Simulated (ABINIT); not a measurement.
# Calculated records

## A GW chain in ABINIT: SnO2 (Cassiterite)

Symmetry: P4_2/mnm, No. 136, tetragonal system. Conventional cell: a = 4.738 Å, b = 4.738 Å, c = 3.187 Å, α = 90.00°, β = 90.00°, γ = 90.00°. Nearest to Sn lie 6 O at 2.05 to 2.06 Å. O has 3 Sn at 2.05 to 2.06 Å nearest. Farther neighbours, and contacts between anions beyond the nearest, are not listed.

```yaml
method: RPA screening on LDA, plane waves, norm-conserving pseudopotentials (and 2 further levels or steps)
program: ABINIT 10.8.3
settings: cutoff 42 Ha, PseudoDojo scalar-relativistic 0.4.1 stringent, norm-conserving, potential set dojo-sr-lda-0.4.1-stringent, ngkpt (2, 2, 4), nband 145, ecuteps 3.9 Ha, inclvkb 2, shiftk (0, 0, 0), symchi 1, awtr 1, frequency ppm, 2×2×4 k-mesh
cost: 5 runs, 7.9 min in all on 4 MPI ranks of Arm Neoverse V1, shared host
notes: The program’s warnings: nkpt*nsppol () is not a multiple of nproc spkpt (). The cell and positions come from the Crystallography Open Database and are kept as given unless a step says otherwise. Limits: no spin-orbit coupling. The 2×2×4 mesh is coarse for this cell, which bears on the long-range parts of exchange and screening.
lda_gap: 1.14 eV, direct
g0w0_gap_on_the_mesh: 2.90 eV
gw_settings: 2×2×4 mesh, 145 bands, screening to 106.1 eV, Godby-Needs plasmon pole
known_limits: short of the basis limit; no spin-orbit coupling; coarse k mesh
```

G0W0 moves the gap on the mesh from 1.14 eV to 2.90 eV (+1.76 eV), with Z of 0.79 and 0.84 at the edges. Local fields lower the RPA ε∞ on this mesh from 5.66 to 5.43; a Γ-centred mesh this coarse tends to raise both, most where the direct gap is narrow, while a short band sum lowers them.

[Long decimals in the printed logs are rounded to 6 places.]

[Logs are printed without paths, hosts, clocks, repeated set-up lines and the standing remarks that a program may print on its own settings, such as how far it seeks lower states.]

[Paths, hosts, dates, memory and timing lines, banners, echoed tables and standing remarks are left out of the program output; an Ansatz launch command may be rebuilt from the run's recorded settings. Measured values are a selection of at most five: reports struck by readers or far from the other reports are left out. None is set beside runs whose start may be inverted or whose files or cutoffs have a known fault.]

[Runs of the session that timed out or met a known fault of the program may be left out.]

[Hosts, paths, dates, database ids (printed as entryN), source tags and the programs' standing remarks are cut or masked in the printed files.]

[G0W0 gaps are taken among the corrected bands and points alone; a level outside them can change the order at an edge.]

[Where Ansatz stands beside ABINIT at settings called matched, ABINIT's density can come from a denser mesh and the files from another edition; pairs whose starting gaps differed by over 0.03 eV were left out, so agreement reads better than it is.]
